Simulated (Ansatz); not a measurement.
**CrF6 (R-3): how robust is the cRPA U?**

What does U in CrF6 (R-3) depend on besides the window?

Main program and level: Ansatz 0.2.0; constrained RPA on LDA, plane waves, PAW.

**1. Starting point**

It takes space group R-3 (No. 148, trigonal). Conventional cell: a = 4.805 Å, b = 4.805 Å, c = 13.108 Å, α = 90.00°, β = 90.00°, γ = 120.00°. Nearest to Cr lie 6 F at 1.74 Å. Nearest to F lie 1 Cr at 1.74 Å. Farther neighbours and most contacts between anions are not listed.

The cell and positions are those that the Materials Project relaxed with its own functionals (PBE, PBE+U or r2SCAN), kept fixed. The program's search for lower electronic states was switched off, so nothing shows that the state found is the lowest. The default PAW set here is soft_2. Its files were made with PBE.

**2. Base: Cr t2g, bands c1 to c3, 4×4×4 mesh, medium accuracy**

Constrained RPA screens the interaction with every transition except those inside the target bands, which a later many-body model would treat itself.

The input, input.yaml:

```yaml
crystal:
  lattice:
    - [-0.54342176, 2.55823634, -4.46604437]
    - [-4.46604437, 0.54342176, -2.55823634]
    - [-2.55823634, 4.46604437, -0.54342176]
  atoms:
    - { symbol: Cr, position: [0.0, 0.0, 0.0] }
    - { symbol: F, position: [0.36859872, 0.0818433, 0.77900413] }
    - { symbol: F, position: [0.0818433, 0.77900413, 0.36859872] }
    - { symbol: F, position: [0.22099587, 0.63140128, 0.9181567] }
    - { symbol: F, position: [0.9181567, 0.22099587, 0.63140128] }
    - { symbol: F, position: [0.63140128, 0.9181567, 0.22099587] }
    - { symbol: F, position: [0.77900413, 0.36859872, 0.0818433] }
kpoints:
  mp_grid: { grid: [6, 6, 6] }
hamiltonian:
  xc: lda
scf:
  occupations: { method: gaussian, width: 0.08 }
  n_extra_bands: 19
  max_iter: 150
  lower_state_search: "off"
output:
  crpa:
    kmesh: [4, 4, 4]
    target_bands: [c1, c3]
    projections: [{ species: Cr, l: d, shell: 3, orbitals: [dxz, dyz, dxy] }]
  local_orbitals:
    kmesh: [8, 8, 8]
    orbitals: [{ species: Cr, l: d, shell: 3, orbitals: [dxz, dyz, dxy] }]
    window: { bands: [c1, c3] }
    seedname: lo
```

Command:

```console
$ ansatz run input.yaml --threads 4 --pin off --max-ram 9216MiB --backend cpu --events-out ev --progress --plain --runs-dir out
```

Numbers of over 12 decimals in the logs are rounded to 6 here.

The log of the run:

```text
scf.n_extra_bands = 19 over 28 filled bands (N_el = 56.0): the run solves 47 bands
Engine: ansatz 0.2.0, x86_64-unknown-linux-gnu
Pseudopotentials: kind: paw
Pseudopotential: Cr, paw, valence charge 14, recommended cutoff 420 eV (normal), Cr.paw.azcp
Pseudopotential: F, paw, valence charge 7, recommended cutoff 420 eV (normal), F.paw.azcp
Functional definition: SPW92
  exchange = slater_x
  correlation = pw_c
Crystal: 7 atoms, lattice volume = 87.355 Å³
Basis set: ecut = 420 eV, 1707 PW (Γ)
Bands: 47, of which v1, the nominal top of the filled ones, is band 28 counted from 1 (27 counted from 0)
Symmetry: 6 space group operations
Space group: R-3 (ITA 148), of the structure as read, at distance tolerance 4.4e-5 Å
k-points: 40 of 216
Non-local potential: Cr, projectors of the file, l = 0: 3, l = 1: 2, l = 2: 3, l = 3: 1
Non-local potential: F, projectors of the file, l = 0: 2, l = 1: 2, l = 2: 1
PAW form: soft (Blöchl's): semilocal exchange-correlation on the pseudo side does not see the compensation charge
PAW frozen core: Cr, regenerated for the run's functional, and the local potential with it (the file was generated under x = pbe(κ = 0.804, μ = 0.219515), c = pbe(β = 0.066725))
PAW frozen core: F, regenerated for the run's functional, and the local potential with it (the file was generated under x = pbe(κ = 0.804, μ = 0.219515), c = pbe(β = 0.066725))
PAW one-centre angular grid: Cr, 590 points (default); XC on 64 Gauss nodes
PAW one-centre angular grid: F, 110 points (default); XC on 64 Gauss nodes
Initial density: superposition of atomic densities (neutral atoms: chi_scale 0, normalization atom), corrected by the library's trained network
Initial wavefunctions: pseudopotential atomic-orbital guess
Functional: x = slater, c = lda
SCF iter   1: F=—  HF=-8082.789416 eV  |F-HF|=—  |Δ(HF+E_count)|=         —  Δρ=1.90e-2  dr2=2.06e-1  ethr=1.77e-3  ⟨swp⟩=5.5  Hψ=7923  notcnv=0  defer=221
preconditioner: auto → Resta (q_TF=auto, 2.533 Å⁻¹)  ε∞=2.8  [insulator: Δε(μ)=1.779 eV  Ē_g=20.697 eV  σ=0.080 eV  W_gap=1.00  n_scr=20 (ndim 8)  ℏωp=27.5 eV  f_vac=0.211  D(μ)=0.00/eV (n_scr^D=0)  ε∞_Penn≈2.8]
SCF iter   2: F=—  HF=-8082.747848 eV  |F-HF|=—  |Δ(HF+E_count)|=   4.16e-2  Δρ=1.58e-2  dr2=2.29e-1  ethr=3.68e-4  ⟨swp⟩=3.0  Hψ=3363  notcnv=0  defer=557
SCF iter   3: F=—  HF=-8082.746896 eV  |F-HF|=—  |Δ(HF+E_count)|=   9.52e-4  Δρ=1.53e-2  dr2=2.28e-1  ethr=3.68e-4  ⟨swp⟩=2.9  Hψ=2226  notcnv=0  defer=557
SCF iter   4: F=—  HF=-8082.725555 eV  |F-HF|=—  |Δ(HF+E_count)|=   2.13e-2  Δρ=2.85e-3  dr2=7.07e-3  ethr=3.68e-4  ⟨swp⟩=2.0  Hψ=1523  notcnv=0  defer=557
SCF iter   5: F=—  HF=-8082.724955 eV  |F-HF|=—  |Δ(HF+E_count)|=   6.00e-4  Δρ=9.82e-4  dr2=8.48e-4  ethr=1.26e-5  ⟨swp⟩=1.0  Hψ=2156  notcnv=0  defer=557
SCF iter   6: F=—  HF=-8082.724882 eV  |F-HF|=—  |Δ(HF+E_count)|=   7.29e-5  Δρ=1.25e-4  dr2=8.95e-6  ethr=1.51e-6  ⟨swp⟩=1.0  Hψ=1322  notcnv=0  defer=557
SCF iter   7: F=—  HF=-8082.724883 eV  |F-HF|=—  |Δ(HF+E_count)|=   1.36e-6  Δρ=5.07e-5  dr2=2.11e-6  ethr=1.60e-8  ⟨swp⟩=3.0  Hψ=2515  notcnv=0  defer=557
SCF iter   8: F=-8082.724883 eV  HF=-8082.724883 eV  |F-HF|=4.38e-8  |Δ(HF+E_count)|=   1.45e-7  Δρ=7.87e-6  dr2=6.30e-8  ethr=1.79e-10  ⟨swp⟩=8.2  Hψ=8459  notcnv=0
SCF 1 converged in 8 iterations: F = -8082.724883 eV  dr2 = 6.30e-8
[...]
NSCF: frozen V_eff on 92 k-points
NSCF: frozen V_eff on 14 k-points
[...]
cRPA screening: q 1/64
cRPA screening: q 2/64
cRPA screening: q 8/64 (q-point 3)
cRPA screening: q 11/64 (q-point 6)
cRPA screening: q 17/64 (q-point 7)
cRPA screening: q 23/64 (q-point 8)
cRPA screening: q 29/64 (q-point 10)
cRPA screening: q 35/64 (q-point 11)
cRPA screening: q 38/64 (q-point 22)
cRPA screening: q 40/64 (q-point 23)
cRPA screening: q 46/64 (q-point 24)
cRPA screening: q 52/64 (q-point 27)
cRPA screening: q 58/64 (q-point 28)
cRPA screening: q 64/64 (q-point 43)
SCF converged after 8 iterations
Free energy (F): -8082.724883 eV
Harris-Foulkes:  -8082.724883 eV  (|F-HF|=4.38e-8)
Internal energy: -8082.724883 eV  (E = F + TS)
E sigma→0 (E₀):  -8082.724883 eV
Fermi energy:    0.141499 eV
--- Per-component energies (eV) ---
  E_band       = -757.107875
  E_kinetic    = 1554.425325
  E_local      = -6372.969923  (includes V_loc(G=0)·N_el)
  E_nonlocal   = 527.001922
  E_hartree    = 2466.068796
  E_xc         = -599.486463
  E_vxc        = -774.248617  (∫ρ·V_xc dr)
  E_paw        = -2253.613300  (= ΣΔE_a)
  E_vpaw       = -623.480820  (= ΣTr[D̂ρ^β])
  E_aug_tail   = 0.012339  (compensation charges beyond the density's cutoff)
  E_ewald      = -3405.208213
  E_core_change = 1.044635  (= ΣΔE_core)
  E_smearing   = -0.000000  (= −TS)
  E_closure    = 0.000000  (closes the sum)
  Σ components = -8082.724883   (vs F -8082.724883, Δ=0.00e0)
--- Band table (eV; the first three rows and the last of 40) ---
  k-point 0: bands = [... 24 lower, -1.0642, -1.0243, -0.9840, -0.9840, 1.0599, 1.2740, 1.2740, 4.5817, ... 15 higher]
  k-point 1: bands = [... 24 lower, -1.1520, -1.0696, -0.9518, -0.8693, 1.1251, 1.2441, 1.3161, 4.5491, ... 15 higher]
  k-point 2: bands = [... 24 lower, -1.1287, -0.9922, -0.9532, -0.8735, 1.1449, 1.2312, 1.4140, 4.4778, ... 15 higher]
  k-point 39: bands = [... 24 lower, -1.1269, -1.1269, -0.9315, -0.9315, 1.2305, 1.3602, 1.3602, 4.5089, ... 15 higher]
--- cRPA (band scheme, projected local orbitals): target bands 29..31 (1-based), 3 Wannier function(s), 4×4×4 mesh, 62 bands' worth read of 67 solved, ecut_chi 136.0 eV, v(q+G=0) probe_charge, pair densities all_electron ---
  χ-basis size per q: N_G = 310..323
  window electrons = 0.0000, filled by tetrahedron_uncorrected; constrained ε̄⁻¹(q = 0, 0) head = 0.310591; min gauge Gram eig = 0.5430
  Kanamori averages over each shell's own Wannier functions (sites counted from 0, functions from 1):
    Site 0, 3D, 3 of 5 d orbitals (Wannier functions 1, 2, 3; wannier90's mr 2, 3, 5):
      screened: U = 4.4092 eV, U' = 3.6052 eV, J = 0.3273 eV
      screened, to within: U = 1.4e-2 eV, U' = 1.4e-2 eV, J = 4.7e-4 eV
      bare: V = 15.7946 eV, V' = 14.5203 eV, J = 0.4791 eV
  Hermiticity witness max|P − P†| over intra, direct and exchange elements: 1.07e-14 eV (screened), 2.36e-24 eV (bare)
  Reality witness max|Im| over intra, direct and exchange elements: 2.22e-11 eV (screened), 2.94e-19 eV (bare)
```

Elapsed: 48 s, on 4 threads of AMD EPYC 9R45, shared host; peak memory 0.76 GiB; 3 min of CPU time.

This step gave:

```yaml
u: 4.409 eV
u_prime_inter_orbital: 3.605 eV
j: 0.3273 eV
bare_v: 15.79 eV
bare_j: 0.4791 eV
stated_bound_on_u: 0.01362 eV
u_over_bare_v: 0.2792
electrons_in_the_window: 0
head_of_the_constrained_inverse_dielectric_matrix: 0.3106
least_eigenvalue_of_the_projection_s_overlap: 0.5430
target_functions: 3
bands_in_the_sums: 62
r_m_s_miss_of_the_model_bands: 8.30e-5 eV
width_of_the_target_bands: 0.4371 eV
weight_of_the_projected_orbitals_in_the_window: 0.5614
```

On the Cr t2g shell, screening brings the on-site interaction from 15.8 eV down to U = 4.41 eV.

**3. Changed: 2×2×2 mesh**

input.yaml: that of step 2 with these lines changed.

```diff
@@ -24,9 +24,4 @@
   crpa:
-    kmesh: [4, 4, 4]
+    kmesh: [2, 2, 2]
     target_bands: [c1, c3]
     projections: [{ species: Cr, l: d, shell: 3, orbitals: [dxz, dyz, dxy] }]
-  local_orbitals:
-    kmesh: [8, 8, 8]
-    orbitals: [{ species: Cr, l: d, shell: 3, orbitals: [dxz, dyz, dxy] }]
-    window: { bands: [c1, c3] }
-    seedname: lo
```

The log of the run:

```text
[...]
Crystal: 7 atoms, lattice volume = 87.355 Å³
Basis set: ecut = 420 eV, 1707 PW (Γ)
Bands: 47, of which v1, the nominal top of the filled ones, is band 28 counted from 1 (27 counted from 0)
Symmetry: 6 space group operations
[...]
k-points: 40 of 216
[...]
SCF iter   1: F=—  HF=-8082.789416 eV  |F-HF|=—  |Δ(HF+E_count)|=         —  Δρ=1.90e-2  dr2=2.06e-1  ethr=1.77e-3  ⟨swp⟩=5.5  Hψ=7923  notcnv=0  defer=221
[...]
SCF iter   8: F=-8082.724883 eV  HF=-8082.724883 eV  |F-HF|=4.38e-8  |Δ(HF+E_count)|=   1.45e-7  Δρ=7.87e-6  dr2=6.30e-8  ethr=1.79e-10  ⟨swp⟩=8.2  Hψ=8459  notcnv=0
SCF 1 converged in 8 iterations: F = -8082.724883 eV  dr2 = 6.30e-8
[...]
NSCF: frozen V_eff on 4 k-points
[...]
cRPA screening: q 1/8
cRPA screening: q 2/8
cRPA screening: q 5/8 (q-point 4)
cRPA screening: q 8/8
SCF converged after 8 iterations
Free energy (F): -8082.724883 eV
[...]
Internal energy: -8082.724883 eV  (E = F + TS)
E sigma→0 (E₀):  -8082.724883 eV
Fermi energy:    0.141499 eV
[...]
--- Band table (eV; the first three rows and the last of 40) ---
  k-point 0: bands = [... 24 lower, -1.0642, -1.0243, -0.9840, -0.9840, 1.0599, 1.2740, 1.2740, 4.5817, ... 15 higher]
  k-point 1: bands = [... 24 lower, -1.1520, -1.0696, -0.9518, -0.8693, 1.1251, 1.2441, 1.3161, 4.5491, ... 15 higher]
  k-point 2: bands = [... 24 lower, -1.1287, -0.9922, -0.9532, -0.8735, 1.1449, 1.2312, 1.4140, 4.4778, ... 15 higher]
  k-point 39: bands = [... 24 lower, -1.1269, -1.1269, -0.9315, -0.9315, 1.2305, 1.3602, 1.3602, 4.5089, ... 15 higher]
[...]
χ-basis size per q: N_G = 310..321
[...]
Site 0, 3D, 3 of 5 d orbitals (Wannier functions 1, 2, 3; wannier90's mr 2, 3, 5):
      screened: U = 4.4837 eV, U' = 3.6669 eV, J = 0.3331 eV
      screened, to within: U = 1.5e-2 eV, U' = 1.5e-2 eV, J = 5.1e-4 eV
      bare: V = 16.0347 eV, V' = 14.7540 eV, J = 0.4851 eV
[...]
```

Run time: 3.5 s. Hardware: 4 threads; peak memory 0.61 GiB; 12 s of CPU time.

Numbers from this step:

```
U                                                 : 4.484 eV
U prime (inter-orbital)                           : 3.667 eV
J                                                 : 0.3331 eV
bare V                                            : 16.03 eV
bare J                                            : 0.4851 eV
stated bound on U                                 : 0.01487 eV
U over bare V                                     : 0.2796
electrons in the window                           : 0
head of the constrained inverse dielectric matrix : 0.2698
least eigenvalue of the projection's overlap      : 0.5465
target functions                                  : 3
bands in the sums                                 : 62
width of the target bands                         : 0.4371 eV
weight of the projected orbitals in the window    : 0.5614
```

On the Cr t2g shell, screening brings the on-site interaction from 16.0 eV down to U = 4.48 eV.

**4. Changed: 6×6×6 mesh**

input.yaml: that of step 3 with these lines changed.

```diff
@@ -24,3 +24,3 @@
   crpa:
-    kmesh: [2, 2, 2]
+    kmesh: [6, 6, 6]
     target_bands: [c1, c3]
```

The log of the run:

```text
[...]
Crystal: 7 atoms, lattice volume = 87.355 Å³
Basis set: ecut = 420 eV, 1707 PW (Γ)
Bands: 47, of which v1, the nominal top of the filled ones, is band 28 counted from 1 (27 counted from 0)
Symmetry: 6 space group operations
[...]
k-points: 40 of 216
[...]
k-point 39: bands = [... 24 lower, -1.1269, -1.1269, -0.9315, -0.9315, 1.2305, 1.3602, 1.3602, 4.5089, ... 15 higher]
[...]
χ-basis size per q: N_G = 305..329
[...]
Site 0, 3D, 3 of 5 d orbitals (Wannier functions 1, 2, 3; wannier90's mr 2, 3, 5):
      screened: U = 4.4048 eV, U' = 3.6010 eV, J = 0.3272 eV
      screened, to within: U = 1.3e-2 eV, U' = 1.3e-2 eV, J = 4.7e-4 eV
      bare: V = 15.7804 eV, V' = 14.5062 eV, J = 0.4791 eV
[...]
[key lines of the parts left out:]
SCF converged after 8 iterations
Free energy (F): -8082.724883 eV
Fermi energy:    0.141499 eV
```

Run time: 6.9 min. Hardware: 4 threads; peak memory 1.1 GiB; 27 min of CPU time.

This step gave:

```yaml
u: 4.405 eV
u_prime_inter_orbital: 3.601 eV
j: 0.3272 eV
bare_v: 15.78 eV
bare_j: 0.4791 eV
stated_bound_on_u: 0.01292 eV
u_over_bare_v: 0.2791
electrons_in_the_window: 0
head_of_the_constrained_inverse_dielectric_matrix: 0.3126
least_eigenvalue_of_the_projection_s_overlap: 0.5392
target_functions: 3
bands_in_the_sums: 62
width_of_the_target_bands: 0.4371 eV
weight_of_the_projected_orbitals_in_the_window: 0.5614
```

On the Cr t2g shell, screening brings the on-site interaction from 15.8 eV down to U = 4.40 eV.

**5. Changed: sums over states**

input.yaml: that of step 4 with these lines changed.

```diff
@@ -24,4 +24,7 @@
   crpa:
-    kmesh: [6, 6, 6]
+    kmesh: [4, 4, 4]
     target_bands: [c1, c3]
     projections: [{ species: Cr, l: d, shell: 3, orbitals: [dxz, dyz, dxy] }]
+    accuracy: sum_over_states
+    n_empty_bands: 112
+    ecut_chi: 70
```

The log of the run:

```text
[...]
Crystal: 7 atoms, lattice volume = 87.355 Å³
Basis set: ecut = 420 eV, 1707 PW (Γ)
Bands: 47, of which v1, the nominal top of the filled ones, is band 28 counted from 1 (27 counted from 0)
Symmetry: 6 space group operations
[...]
k-points: 40 of 216
[...]
χ-basis size per q: N_G = 108..122
[...]
U and J over all bands: no bound (output.crpa.accuracy: sum_over_states); those below are of the sums over the bands read on the sphere of ecut_chi, with what the atoms add
[...]
Site 0, 3D, 3 of 5 d orbitals (Wannier functions 1, 2, 3; wannier90's mr 2, 3, 5):
      screened: U = 4.7223 eV, U' = 3.8080 eV, J = 0.4065 eV
      bare: V = 15.7946 eV, V' = 14.5203 eV, J = 0.4791 eV
[...]
[key lines of the parts left out:]
SCF converged after 8 iterations
Free energy (F): -8082.724883 eV
Fermi energy:    0.141499 eV
```

It took 11 s on 4 threads; peak memory 0.77 GiB.

This variant gives U = 4.72 eV against 4.41 eV. It is a finite sum over empty states with no bound on its error and stays out of the table below.

**6. Changed: smooth pair densities**

input.yaml: that of step 5 with these lines changed.

```diff
@@ -27,4 +27,2 @@
     projections: [{ species: Cr, l: d, shell: 3, orbitals: [dxz, dyz, dxy] }]
-    accuracy: sum_over_states
-    n_empty_bands: 112
-    ecut_chi: 70
+    pair_densities: pseudo
```

The log of the run:

```text
[...]
Crystal: 7 atoms, lattice volume = 87.355 Å³
Basis set: ecut = 420 eV, 1707 PW (Γ)
Bands: 47, of which v1, the nominal top of the filled ones, is band 28 counted from 1 (27 counted from 0)
Symmetry: 6 space group operations
[...]
k-points: 40 of 216
[...]
χ-basis size per q: N_G = 310..323
[...]
Site 0, 3D, 3 of 5 d orbitals (Wannier functions 1, 2, 3; wannier90's mr 2, 3, 5):
      screened: U = 4.4336 eV, U' = 3.5965 eV, J = 0.3410 eV
      screened, to within: U = 5.7e-3 eV, U' = 5.7e-3 eV, J = 1.5e-4 eV
      screened, sum over states alone: U = 4.8046 eV, U' = 3.7874 eV, J = 0.4433 eV
      bare: V = 15.7946 eV, V' = 14.5203 eV, J = 0.4791 eV
[...]
[key lines of the parts left out:]
SCF converged after 8 iterations
Free energy (F): -8082.724883 eV
Fermi energy:    0.141499 eV
```

Wall time 52 s (4 threads); peak memory 0.72 GiB.

Numbers from this step:

- U: 4.434 eV
- U prime (inter-orbital): 3.596 eV
- J: 0.3410 eV
- bare V: 15.79 eV
- bare J: 0.4791 eV
- stated bound on U: 0.005613 eV
- U over bare V: 0.2807
- electrons in the window: 0
- head of the constrained inverse dielectric matrix: 0.3110
- least eigenvalue of the projection's overlap: 0.5430
- target functions: 3
- bands in the sums: 62
- width of the target bands: 0.4371 eV
- weight of the projected orbitals in the window: 0.5614

On the Cr t2g shell, screening brings the on-site interaction from 15.8 eV down to U = 4.43 eV.

**7. Changed: orbitals of another atom**

input.yaml: that of step 6 with these lines changed.

```diff
@@ -26,3 +26,2 @@
     target_bands: [c1, c3]
-    projections: [{ species: Cr, l: d, shell: 3, orbitals: [dxz, dyz, dxy] }]
-    pair_densities: pseudo
+    projections: [{ species: F, l: p }]
```

The log of the run:

```text
Error: invalid value for `output.crpa.projections`: 18 orbital(s) selected but the target window spans 3 band(s); name one orbital per band of it
```

Run time: 0.06 s. Hardware: 4 threads; peak memory 0.1 GiB.

The input was rejected at the start.

The program's message: “Error: invalid value for `output.crpa.projections`: 18 orbital(s) selected but the target window spans 3 band(s); name one orbital per band of it”

The fault put into this input: trial orbitals that do not match the target bands.

**8. Changed: potentials**

input.yaml: that of step 7 with these lines changed.

```diff
@@ -17,2 +17,3 @@
   xc: lda
+  pseudopotentials: { kind: paw, source: ansatz }
 scf:
@@ -26,2 +27,2 @@
     target_bands: [c1, c3]
-    projections: [{ species: F, l: p }]
+    projections: [{ species: Cr, l: d, shell: 3, orbitals: [dxz, dyz, dxy] }]
```

The log of the run:

```text
[...]
Crystal: 7 atoms, lattice volume = 87.355 Å³
Basis set: ecut = 1050 eV, 6761 PW (Γ)
Bands: 47, of which v1, the nominal top of the filled ones, is band 28 counted from 1 (27 counted from 0)
Symmetry: 6 space group operations
[...]
k-points: 40 of 216
[...]
k-point 39: bands = [... 24 lower, -1.1676, -1.1676, -0.9677, -0.9677, 1.1955, 1.3257, 1.3257, 4.4773, ... 15 higher]
[...]
χ-basis size per q: N_G = 310..323
[...]
Site 0, 3D, 3 of 5 d orbitals (Wannier functions 1, 2, 3; wannier90's mr 2, 3, 5):
      screened: U = 4.4114 eV, U' = 3.6094 eV, J = 0.3269 eV
      screened, to within: U = 1.4e-2 eV, U' = 1.4e-2 eV, J = 5.3e-4 eV
      bare: V = 15.8036 eV, V' = 14.5312 eV, J = 0.4797 eV
[...]
[key lines of the parts left out:]
SCF converged after 12 iterations
Free energy (F): -8082.874787 eV
Fermi energy:    0.106681 eV
```

The job ended after 3.1 min (4 threads; peak memory 1.5 GiB; 12 min of CPU time).

This step gave:

```
U                                                 : 4.411 eV
U prime (inter-orbital)                           : 3.609 eV
J                                                 : 0.3269 eV
bare V                                            : 15.80 eV
bare J                                            : 0.4797 eV
stated bound on U                                 : 0.01319 eV
U over bare V                                     : 0.2791
electrons in the window                           : 0
head of the constrained inverse dielectric matrix : 0.3111
least eigenvalue of the projection's overlap      : 0.5427
target functions                                  : 3
bands in the sums                                 : 62
width of the target bands                         : 0.4368 eV
weight of the projected orbitals in the window    : 0.5612
```

On the Cr t2g shell, screening brings the on-site interaction from 15.8 eV down to U = 4.41 eV.

[end of part 1 of 2]

[Paths, hosts, dates, memory and timing lines, banners, echoed tables and standing remarks are left out of the program output.]

[Logs are printed without paths, hosts, clocks, repeated set-up lines and the standing remarks that a program may print on its own settings, such as how far it seeks lower states.]

[Runs of the session that timed out or met a known fault of the program may be left out.]

[Hosts, paths, dates, database ids (printed as entryN), source tags and the programs' standing remarks are cut or masked in the printed files.]
